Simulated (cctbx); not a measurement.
# Symmetry from intensities

Cell: a = 6.7240 Å, b = 4.1920 Å, c = 7.6140 Å, α = 90.00°, β = 90.00°, γ = 90.00°. Expected content of the cell: Bi4 Ga4 Ni4.

The data are simulated with cctbx, not measured: Ag Kα, λ = 0.56087 Å, to d = 0.6 Å, 50 % of the full sphere, strongest reflection 20000 counts, noise from counting, a 6 % proportional error and a noise floor of 15 counts (s.d.); no absorption, some extinction.

Tests on the unmerged data give:

```text
2045 reflections to d = 0.601 A
centring   violations  <I/sigma> of those
    A        687 of  1024      8.2
    B        650 of  1013      7.9
    C        655 of  1035      7.9
    I        683 of  1028      8.2
    R        901 of  1365      8.1
    F        996 of  1536      8.0
Laue class    unique    Rint  (classes that these axes allow; Friedel mates merged)
P -1             1538   0.044
P 1 2/m 1        1024   0.047
P 1 1 2/m        1008   0.048
P 2/m 1 1        1013   0.047
P m m m           625   0.052
space group    extra absences  I>4sigma  <I/sigma>
P 2 2 2                 0          0         -  acentric
P 2 2 21                5          0      -0.7  acentric
P 21 2 2                7          0      -0.6  acentric
P 2 21 2                2          0      -1.1  acentric
P 21 21 2               9          0      -0.7  acentric
P 2 21 21               7          0      -0.8  acentric
P 21 2 21              12          0      -0.6  acentric
P 21 21 21             14          0      -0.7  acentric
P m m 2                 0          0         -  acentric
P 2 m m                 0          0         -  acentric
P m 2 m                 0          0         -  acentric
P 21 m a               59          0       0.1  acentric
P m 2 a                59          0       0.1  acentric
P n m 21               64          0      -0.1  acentric
P n 21 m               64          0      -0.1  acentric
P n 21 a              123          0      -0.0  acentric
P m m m                 0          0         -  centric
P m m a                59          0       0.1  centric
P n m m :1             64          0      -0.1  centric
P n m m :2             64          0      -0.1  centric
P n m a               123          0      -0.0  centric
Wilson B = 0.98 A^2   <|E^2-1|> = 0.811 (0.968 centric, 0.736 acentric)   E^2>4: 0.4 %
shell (A)         n   <I/sigma>
 7.61 - 1.20     94     14.9
 1.20 - 0.95     81     15.1
 0.95 - 0.83     75     13.8
 0.83 - 0.76     84     12.3
 0.76 - 0.70     71     13.5
 0.70 - 0.66     77     12.7
 0.66 - 0.63     71     11.3
 0.63 - 0.60     72      9.6
```

Q: Read the symmetry from these tables.

Every centring test has many violations, so the lattice is primitive.

Rint stays low (0.044 to 0.052) up to P m m m, the highest class in these axes.

21 settings pass the absence test. The most absences obeyed, 123, belong to P n 21 a and P n m a, which absences can't tell apart.

⟨|E²−1|⟩ = 0.811 lies between the two ideal values. The Wilson B of 0.98 Å² means U ≈ 0.0124 Å².

The true group is Pnma (no. 62), Laue class mmm, centrosymmetric. The tables only narrow the choice to the tied entries; cell content, site symmetry and trial solutions must settle it.

This is a model crystal, built by substitution and not relaxed, with assumed displacement parameters.

[Logs are printed without paths, hosts, clocks, repeated set-up lines and the standing remarks that a program may print on its own settings, such as how far it seeks lower states.]
